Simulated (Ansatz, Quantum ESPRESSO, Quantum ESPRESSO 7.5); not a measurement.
**2H-NbSTe, 1 layer: response to a perpendicular field**

How does 2H-NbSTe, 1 layer respond to a gate-like field without added charge?

Program: Quantum ESPRESSO 7.5. Level of theory: plane-wave DFT, RPBE, GBRV ultrasoft pseudopotentials made under PBE (geometry and cross-check by Ansatz 0.2.0 with PAW datasets; geometry under PBE). Results are calculated unless marked as measured.

### Step 1. Starting point

The cell holds 3 atoms: 1 Te, 1 Nb and 1 S. Its edges and angles: a = 3.620 Å, b = 3.620 Å, c = 20.429 Å, α = 90.0°, β = 90.0°, γ = 120.0°. It derives from NbSTe. Vacuum lies along c.

This sheet is a model structure: its symmetry is held, and its stability is not tested here.

This run has no spin polarisation although its electron count is odd. A spin-polarised state was not tried and may lie lower.

### Step 2. Relaxation with Ansatz

The geometry comes first, from a plane-wave PAW code, so that the later runs on this slab share one structure.

input.yaml

```yaml
crystal:
  lattice:
    - [3.620432, 0.0, 0.0]
    - [-1.810216, 3.1353860847, 0.0]
    - [0.0, 0.0, 20.4289942626]
  atoms:
    - { symbol: Te, position: [0.3333333333, 0.6666666667, 0.4160753041] }
    - { symbol: Nb, position: [0.0, 0.0, 0.5127711414] }
    - { symbol: S, position: [0.3333333333, 0.6666666667, 0.5839246959] }
kpoints:
  mp_grid: { grid: [12, 12, 1] }
hamiltonian:
  xc: pbe
scf:
  occupations: { method: fermi_dirac, width: 0.05 }
  convergence: { dr2_threshold: 1.0e-08 }
efield:
  axis: 3
  dipole_correction: true
  ramp_position: 0.97
  ramp_width: 0.04
relax:
  f_tol: 0.01
  cell: { fix: [c, alpha, beta] }
output:
  write_potential: true
  write_density: true
  volumetric_format: npy
```

Launch:

```bash
$ ansatz run input.yaml --threads 4 --pin off --max-ram 8192MiB --backend cpu --events-out ev --progress --plain --runs-dir out
```

Numbers of over 12 decimals in the logs are rounded to 6 here.

The program printed:

```text
Warning: relax.cell: scf.convergence.dr2_threshold = 1e-8 eV is looser than the 3e-10 eV advised for a relaxation that steers and ends on the stress (1e-10 eV for each atom of the cell: 3). What an SCF threshold leaves in a stress goes as its square root, and in the free energy as the threshold itself, and one threshold admits the most on a small cell: [figures from the program's tests cut] Set scf.convergence.dr2_threshold to 3e-10 eV or tighter. The threshold is an SCF's pass mark: one that does not reach it within its budget of iterations ends unconverged, or closes short of it on a stop that the run arms, and scf.convergence.dr2_threshold's page says what that costs each kind of run
Engine: ansatz 0.2.0, x86_64-unknown-linux-gnu
Pseudopotentials: kind: paw
Pseudopotential: Te, paw, valence charge 16, recommended cutoff 420 eV (normal), Te.paw.azcp
Pseudopotential: Nb, paw, valence charge 13, recommended cutoff 420 eV (normal), Nb.paw.azcp
Pseudopotential: S, paw, valence charge 6, recommended cutoff 420 eV (normal), S.paw.azcp
Functional definition: PBE
  parameter kappa = 0.804
  parameter beta = 0.066725
  exchange = pbe_x(kappa = kappa, mu = beta*pi^2/3)
  correlation = pbe_c(beta = beta)
Crystal: 3 atoms, lattice volume = 231.899 Å³
Basis set: ecut = 420 eV, 4461 PW (Γ), exchange–correlation on 50×50×288 points (8 copies of the dense FFT grid, shifted against one another)
Bands: 22, of which v1, the nominal top of the filled ones, is band 18 counted from 1 (17 counted from 0)
Symmetry: 6 space group operations
Space group: P3m1 (ITA 156), of the structure as read, at distance tolerance 6.1e-5 Å
k-points: 19 of 144 (time reversal used)
Non-local potential: Te, projectors of the file, l = 0: 2, l = 1: 2, l = 2: 2, l = 3: 2
Non-local potential: Nb, projectors of the file, l = 0: 3, l = 1: 2, l = 2: 2, l = 3: 1
Non-local potential: S, projectors of the file, l = 0: 2, l = 1: 2, l = 2: 2
PAW form: soft (Blöchl's): semilocal exchange-correlation on the pseudo side does not see the compensation charge
PAW one-centre angular grid: Te, 590 points (default); XC on 64 Gauss nodes
PAW one-centre angular grid: Nb, 590 points (default); XC on 64 Gauss nodes
PAW one-centre angular grid: S, 110 points (default); XC on 64 Gauss nodes
Initial density: superposition of atomic densities (neutral atoms: chi_scale 0, normalization atom), corrected by the library's trained network
Initial wavefunctions: pseudopotential atomic-orbital guess
Functional: x = pbe(κ = 0.804, μ = 0.219515), c = pbe(β = 0.066725)
SCF iter   1: F=—  HF=-12436.435185 eV  |F-HF|=—  |Δ(HF+E_count)|=         —  Δρ=3.41e-3  dr2=2.59e-1  ethr=1.77e-3  p=-0.074 e·Å  D=-5.78e-2 V/Å  ΔV_dip=1.18 eV  dr2_dipole=6.99e-2  V_vac-E_F(+/−)=5.63/4.45 eV  ⟨swp⟩=9.4  Hψ=2406  notcnv=0
efield: sawtooth ramp at fractional position 0.9700 (set: `efield.ramp_position`, or a place that a band, a saddle search or an elastic batch's reference lends), width 0.0400; the density the first Hamiltonian is built on has a dipole p = -0.074 e·Å; the dipole correction subtracts the counter field D = -5.78e-2 V/Å, which shifts the + side's vacuum level by +1.18 eV against the − side's; the planar-averaged density in the ramp window peaks in size at 1.0e-5 e/Å³
preconditioner: auto → LDOS  [metal: Δε(μ)=0.018 eV  Ē_g=6.987 eV  σ=0.050 eV  W_gap=0.09  n_scr=12 (ndim 8)  ℏωp=10.1 eV  f_vac=0.654  D(μ)=4.46/eV (n_scr^D=12)  β→1.0]
SCF iter   2: F=—  HF=-12436.426053 eV  |F-HF|=—  |Δ(HF+E_count)|=   9.13e-3  Δρ=2.26e-3  dr2=3.70e-2  ethr=7.39e-4  p=-0.036 e·Å  D=-2.79e-2 V/Å  ΔV_dip=0.57 eV  dr2_dipole=4.10e-4  V_vac-E_F(+/−)=5.75/5.18 eV  ⟨swp⟩=2.8  Hψ=720  notcnv=0
SCF iter   3: F=—  HF=-12436.420539 eV  |F-HF|=—  |Δ(HF+E_count)|=   5.51e-3  Δρ=1.10e-3  dr2=1.69e-2  ethr=1.06e-4  p=-0.054 e·Å  D=-4.18e-2 V/Å  ΔV_dip=0.85 eV  dr2_dipole=4.74e-3  V_vac-E_F(+/−)=5.72/4.87 eV  ⟨swp⟩=2.9  Hψ=836  notcnv=0
SCF iter   4: F=—  HF=-12436.419088 eV  |F-HF|=—  |Δ(HF+E_count)|=   1.45e-3  Δρ=3.85e-4  dr2=3.15e-3  ethr=4.84e-5  p=-0.049 e·Å  D=-3.85e-2 V/Å  ΔV_dip=0.79 eV  dr2_dipole=8.96e-4  V_vac-E_F(+/−)=5.70/4.92 eV  ⟨swp⟩=1.8  Hψ=493  notcnv=0
SCF iter   5: F=—  HF=-12436.418849 eV  |F-HF|=—  |Δ(HF+E_count)|=   2.39e-4  Δρ=1.39e-4  dr2=2.27e-4  ethr=9.00e-6  p=-0.047 e·Å  D=-3.65e-2 V/Å  ΔV_dip=0.74 eV  dr2_dipole=6.05e-5  V_vac-E_F(+/−)=5.70/4.95 eV  ⟨swp⟩=1.7  Hψ=435  notcnv=0
SCF iter   6: F=—  HF=-12436.418837 eV  |F-HF|=—  |Δ(HF+E_count)|=   1.17e-5  Δρ=5.40e-5  dr2=1.54e-5  ethr=6.49e-7  p=-0.046 e·Å  D=-3.57e-2 V/Å  ΔV_dip=0.73 eV  dr2_dipole=5.30e-7  V_vac-E_F(+/−)=5.69/4.96 eV  ⟨swp⟩=2.0  Hψ=532  notcnv=0
SCF iter   7: F=—  HF=-12436.418876 eV  |F-HF|=—  |Δ(HF+E_count)|=   3.87e-5  Δρ=2.24e-5  dr2=2.55e-6  ethr=4.41e-8  p=-0.046 e·Å  D=-3.56e-2 V/Å  ΔV_dip=0.73 eV  dr2_dipole=7.84e-8  V_vac-E_F(+/−)=5.69/4.96 eV  ⟨swp⟩=2.0  Hψ=582  notcnv=0
SCF iter   8: F=—  HF=-12436.418943 eV  |F-HF|=—  |Δ(HF+E_count)|=   6.65e-5  Δρ=7.16e-6  dr2=1.77e-7  ethr=7.28e-9  p=-0.046 e·Å  D=-3.56e-2 V/Å  ΔV_dip=0.73 eV  dr2_dipole=2.60e-9  V_vac-E_F(+/−)=5.69/4.96 eV  ⟨swp⟩=2.0  Hψ=539  notcnv=0
SCF iter   9: F=—  HF=-12436.418943 eV  |F-HF|=—  |Δ(HF+E_count)|=   5.04e-8  Δρ=2.13e-6  dr2=1.43e-8  ethr=5.06e-10  p=-0.046 e·Å  D=-3.56e-2 V/Å  ΔV_dip=0.73 eV  dr2_dipole=1.20e-9  V_vac-E_F(+/−)=5.69/4.96 eV  ⟨swp⟩=2.0  Hψ=581  notcnv=0
SCF iter  10: F=-12436.418943 eV  HF=-12436.418943 eV  |F-HF|=1.23e-8  |Δ(HF+E_count)|=   4.51e-8  Δρ=7.18e-7  dr2=1.14e-9  ethr=2.86e-11  p=-0.046 e·Å  D=-3.56e-2 V/Å  ΔV_dip=0.73 eV  dr2_dipole=2.47e-12  V_vac-E_F(+/−)=5.69/4.96 eV  ⟨swp⟩=9.0  Hψ=2689  notcnv=0
SCF 1 converged in 10 iterations: F = -12436.418943 eV  dr2 = 1.14e-9
  greatest PAW one-centre occupation: 0.998 electrons in one spin orbital (limit 2), on the Nb atom at site 1 (counted from 0), in its partial waves of l = 0
relax step   1: F+E_penalty+E_count = -12436.41894272 eV  Δ(F+E_penalty+E_count) = +0.000e0 eV  max|allowed force component| = 9.129e-1 eV/Å  Δτ_max = 0.0000 Å  P = -1.837 GPa  Ω = 231.899 Å³  fix = [c, alpha, beta]  reactions: c -1.713 GPa  (10 SCF iters, accepted)
Crystal: 3 atoms, lattice volume = 219.539 Å³
Basis set: ecut = 420 eV, 4275 PW (Γ), exchange–correlation on 50×50×288 points (8 copies of the dense FFT grid, shifted against one another)
Initial density: handed on by an earlier stage of this run
Initial wavefunctions: those handed on with the density
iter 1 solved again at ethr=6.24e-4 eV; its pass at ethr=3.10e-3 eV (dr2=2.18e-1 eV) is discarded
[...]
SCF iter   9: F=-12436.517263 eV  HF=-12436.517263 eV  |F-HF|=1.59e-8  |Δ(HF+E_count)|=   7.09e-8  Δρ=8.86e-7  dr2=2.25e-9  ethr=2.86e-11  p=-0.039 e·Å  D=-3.24e-2 V/Å  ΔV_dip=0.66 eV  dr2_dipole=9.60e-11  V_vac-E_F(+/−)=5.56/4.90 eV  ⟨swp⟩=9.9  Hψ=2798  notcnv=0
SCF 3 converged in 9 iterations: F = -12436.517263 eV  dr2 = 2.25e-9
relax step   3: F+E_penalty+E_count = -12436.51726287 eV  Δ(F+E_penalty+E_count) = -6.890e-2 eV  max|allowed force component| = 1.313e-1 eV/Å  Δτ_max = 0.0876 Å  P = -0.070 GPa  Ω = 219.330 Å³  energy of the carried Pulay correction = +4.813e-4 eV  fix = [c, alpha, beta]  reactions: c -0.295 GPa  (9 SCF iters, accepted)
[...]
relax step   4: F+E_penalty+E_count = -12436.51893290 eV  Δ(F+E_penalty+E_count) = -1.670e-3 eV  max|allowed force component| = 1.858e-2 eV/Å  Δτ_max = 0.0133 Å  P = -0.036 GPa  Ω = 220.827 Å³  energy of the carried Pulay correction = +4.226e-4 eV  fix = [c, alpha, beta]  reactions: c -0.032 GPa  (8 SCF iters, accepted)
[...]
relax step   5: F+E_penalty+E_count = -12436.51892256 eV  Δ(F+E_penalty+E_count) = +1.034e-5 eV  max|allowed force component| = 3.763e-2 eV/Å  Δτ_max = 0.0021 Å  P = +0.021 GPa  Ω = 220.560 Å³  energy of the carried Pulay correction = +4.331e-4 eV  fix = [c, alpha, beta]  (7 SCF iters, rejected (line search))
[...]
relax step   6: F+E_penalty+E_count = -12436.51896906 eV  Δ(F+E_penalty+E_count) = -3.615e-5 eV  max|allowed force component| = 1.466e-3 eV/Å  Δτ_max = 0.0008 Å  P = -0.007 GPa  Ω = 220.696 Å³  energy of the carried Pulay correction = +4.277e-4 eV  fix = [c, alpha, beta]  reactions: c -0.003 GPa  (7 SCF iters, accepted)
Basis set: ecut = 420 eV, 4311 PW (Γ), exchange–correlation on 48×48×288 points (8 copies of the dense FFT grid, shifted against one another)
Initial wavefunctions: pseudopotential atomic-orbital guess (no wavefunctions were taken with the density)
iter 1 solved again at ethr=2.50e-7 eV; its pass at ethr=3.10e-3 eV (dr2=8.74e-5 eV) is discarded
SCF iter   1: F=—  HF=-12436.518467 eV  |F-HF|=—  |Δ(HF+E_count)|=         —  Δρ=3.05e-5  dr2=2.77e-7  ethr=2.50e-7  p=-0.038 e·Å  D=-3.08e-2 V/Å  ΔV_dip=0.63 eV  dr2_dipole=1.15e-10  V_vac-E_F(+/−)=5.56/4.93 eV  ⟨swp⟩=4.3  Hψ=3896  notcnv=0
efield: sawtooth ramp at fractional position 0.9700 (set: `efield.ramp_position`, or a place that a band, a saddle search or an elastic batch's reference lends), width 0.0400; the density the first Hamiltonian is built on has a dipole p = -0.038 e·Å; the dipole correction subtracts the counter field D = -3.08e-2 V/Å, which shifts the + side's vacuum level by +0.63 eV against the − side's; the planar-averaged density in the ramp window peaks in size at 3.7e-6 e/Å³
preconditioner: auto → LDOS  [metal: Δε(μ)=0.020 eV  Ē_g=7.367 eV  σ=0.050 eV  W_gap=0.10  n_scr=12 (ndim 8)  ℏωp=10.3 eV  f_vac=0.654  D(μ)=4.50/eV (n_scr^D=12)  β→1.0]
SCF iter   2: F=—  HF=-12436.518536 eV  |F-HF|=—  |Δ(HF+E_count)|=   6.92e-5  Δρ=6.09e-6  dr2=7.71e-8  ethr=7.90e-10  p=-0.038 e·Å  D=-3.08e-2 V/Å  ΔV_dip=0.63 eV  dr2_dipole=3.48e-9  V_vac-E_F(+/−)=5.56/4.93 eV  ⟨swp⟩=2.9  Hψ=843  notcnv=0
SCF iter   3: F=-12436.518536 eV  HF=-12436.518536 eV  |F-HF|=4.19e-9  |Δ(HF+E_count)|=   4.85e-8  Δρ=1.30e-6  dr2=3.84e-9  ethr=2.86e-11  p=-0.038 e·Å  D=-3.08e-2 V/Å  ΔV_dip=0.63 eV  dr2_dipole=4.83e-11  V_vac-E_F(+/−)=5.56/4.93 eV  ⟨swp⟩=10.6  Hψ=3353  notcnv=0
SCF 7 converged in 3 iterations: F = -12436.518536 eV  dr2 = 3.84e-9
relax step   7: F+E_penalty+E_count = -12436.51853597 eV  Δ(F+E_penalty+E_count) = +4.331e-4 eV  max|allowed force component| = 1.309e-3 eV/Å  Δτ_max = 0.0000 Å  P = -0.006 GPa  Ω = 220.696 Å³  fix = [c, alpha, beta]  reactions: c -0.002 GPa  stress off target by 8.46e-3 GPa on what of the cell is left free  SCF on the basis re-selected at this cell (its energy is not comparable with the rows above)  (3 SCF iters)
basis re-selected at this cell: Δ(F+E_penalty+E_count) = +4.331e-4 eV, ΔP = +0.000 GPa vs the last step (what re-selecting the basis moved, of the pressure what is left beyond the Pulay correction that the steps carried, after the strain that the cell walked since its last selection, with what the two solves' SCF thresholds leave and, on support functions, any second-order correction that the steps lacked; it is no measure of the basis error at this ecutwfc). The dense FFT grid was sized anew with the basis: this SCF ran on 24×24×144 points, the steps before it on 25×25×144, so part of this shift can come from that change (see relax.cell in the input reference). [rest of the remark cut]
WARN: The input density's exchange-correlation potential varies sharply where the density is thin. Do not read a vacuum level from v_tot or v_xc, or from such a field of the output density. On a cell that repeats whose density bears no net charge and no dipole along the vacuum's axis use v_es (v_loc + v_h of the components); under efield.dipole_correction with no amplitude use v_es + v_field, which holds any external [...]
SCF converged after 3 iterations
Free energy (F): -12436.518536 eV
Harris-Foulkes:  -12436.518536 eV  (|F-HF|=4.19e-9)
Internal energy: -12436.483881 eV  (E = F + TS)
E sigma→0 (E₀):  -12436.501208 eV
Entropy (-TS):   -0.034655 eV (-11.552 meV/atom)
Fermi energy:    -0.267211 eV
Dipole field:    D = -0.030769 V/Å  (p = -0.037527 e·Å, saw-weighted, corrected)
Work function:   Φ+ = 5.5600 eV   Φ− = 4.9314 eV
Levels:          The Fermi level and band energies are counted from a zero that moves with the ramp; work functions are not
--- Per-component energies (eV) ---
  E_band       = -751.261922
  E_kinetic    = 680.666256
  E_local      = -22511.263474  (includes V_loc(G=0)·N_el)
  E_nonlocal   = -162.437133
  E_hartree    = 11069.152138
  E_xc         = -396.605329
  E_vxc        = -404.074687  (∫ρ·V_xc dr)
  E_paw        = -8336.001863  (= ΣΔE_a)
  E_vpaw       = -492.265588  (= ΣTr[D̂ρ^β])
  E_aug_tail   = -0.000169  (compensation charges beyond the density's cutoff)
  E_efield     = 0.000577  (sawtooth field / dipole correction)
  E_vefield    = -0.190940  (∫n·V_field dr)
  E_ewald      = 7220.005116
  E_smearing   = -0.034655  (= −TS)
  E_closure    = -0.000000  (closes the sum)
  Σ components = -12436.518536   (vs F -12436.518536, Δ=0.00e0)
--- Forces (eV/Å), atoms counted from 1 ---
  atom   1  Te     0.00000000    -0.00000000     0.00130855
  atom   2  Nb    -0.00000000    -0.00000000    -0.00088710
  atom   3  S      0.00000000    -0.00000000    -0.00042322
  max |Σ_I F_I| component: 1.77e-6 eV/Å
--- Stress (GPa, compression-positive) ---
       -0.008462       0.000000       0.000000
        0.000000      -0.008462       0.000000
        0.000000       0.000000      -0.002323
  P = ⅓ Tr σ = -0.0064 GPa (-0.064 kbar)
--- Band table (eV; the first three rows and the last of 19) ---
  k-point 0: bands = [... 14 lower, -2.2045, -0.7512, -0.7512, 0.6561, 2.5273, 2.5273, 3.0300, 3.0300]
  k-point 1: bands = [... 14 lower, -2.1478, -0.9363, -0.8315, 0.5567, 2.3832, 2.6275, 2.6711, 2.9329]
  k-point 2: bands = [... 14 lower, -2.2251, -1.3864, -0.9753, 0.2157, 1.8558, 2.4818, 2.6216, 3.0921]
  k-point 18: bands = [... 14 lower, -3.5505, -3.0640, -1.8239, -0.0759, 1.2459, 2.6209, 3.0743, 4.0598]
--- Relaxed structure (6 steps of the walk, 5 accepted, 1 SCFs on fresh bases) ---
  F+E_penalty+E_count = -12436.51853597 eV   max|allowed force component| = 1.309e-3 eV/Å   (the final SCF, on the basis selected at the relaxed cell)
  cell:  # Å, volume = 220.6961 Å³
    - [3.531901, 0.0, 0]
    - [-1.765951, 3.058716, 0]
    - [0, 0, 20.4289942626]
  atoms:
    - { symbol: Te, position: [0.333333, 0.666667, 0.417426] }
    - { symbol: Nb, position: [4.256643949678131e-19, -3.700743415524894e-17, 0.513360] }
    - { symbol: S, position: [0.333333, 0.666667, 0.581986] }
```

Wall time 14 s (4 threads of Intel Xeon Platinum 8488C (Sapphire Rapids), shared host); peak memory 0.62 GiB.

Step by step:

| step | energy less that of the first step (eV) | largest force component (eV/Å) | pressure (GPa) | volume (Å³) |
| --- | --- | --- | --- | --- |
| 1 | 0.0000 | 0.9129 | -1.84 | 231.90 |
| 2 | -0.0294 | 1.2671 | 1.45 | 219.54 |
| 3 | -0.0983 | 0.1313 | -0.07 | 219.33 |
| 4 | -0.1000 | 0.0186 | -0.04 | 220.83 |
| 5 | -0.1000 | 0.0376 | 0.02 | 220.56 |
| 6 | -0.1000 | 0.0015 | -0.01 | 220.70 |
| 7* | -0.0996 | 0.0013 | -0.01 | 220.70 |

Relaxation steps marked * repeat the geometry before them on a plane-wave basis chosen anew for their cell, so energy and pressure can jump there. Relaxation step 5 was tried and not accepted.

| cell as run | before | after | change |
| --- | --- | --- | --- |
| a (Å) | 3.620 | 3.532 | -2.4 % |
| b (Å) | 3.620 | 3.532 | -2.4 % |

The atoms that moved most (Å, along periodic axes as changes of fractional coordinates times the final cell, across vacuum about the mean position):

| atom | dx | dy | dz | length |
| --- | --- | --- | --- | --- |
| S3 | 0.000 | 0.000 | -0.040 | 0.040 |
| Te1 | 0.000 | 0.000 | 0.028 | 0.028 |
| Nb2 | 0.000 | 0.000 | 0.012 | 0.012 |

Final coordinates:

```cif
data_structure
_symmetry_space_group_name_H-M 'P 1'
_symmetry_Int_Tables_number 1
_cell_length_a 3.5319
_cell_length_b 3.5319
_cell_length_c 20.4290
_cell_angle_alpha 90.000
_cell_angle_beta 90.000
_cell_angle_gamma 120.000
_cell_volume 220.70
loop_
_atom_site_label
_atom_site_type_symbol
_atom_site_fract_x
_atom_site_fract_y
_atom_site_fract_z
_atom_site_occupancy
Te1 Te 0.33333 0.66667 0.41743 1
Nb2 Nb 0.00000 0.00000 0.51336 1
S3 S 0.33333 0.66667 0.58199 1
```

This step gave:

* free energy: -12436.5185 eV
* energy at zero smearing: -12436.5012 eV
* smearing term TS: 0.03466 eV
* Fermi energy: -0.2672 eV
* symmetry operations: 6
* work function of the upper face: 5.560 eV
* work function of the lower face: 4.931 eV
* dipole along the normal: -0.03753 e·Å

[end of part 1 of 7]

[Logs are printed without paths, hosts, clocks, repeated set-up lines and the standing remarks that a program may print on its own settings, such as how far it seeks lower states.]

[Hosts, paths, dates, database ids (printed as entryN), source tags and the programs' standing remarks are cut or masked in the printed files.]

[Maps of the electrostatic potential energy from Ansatz leave out the sawtooth potential of an applied field or a dipole correction, so their vacuum need not be flat; planar profiles and work functions include it.]
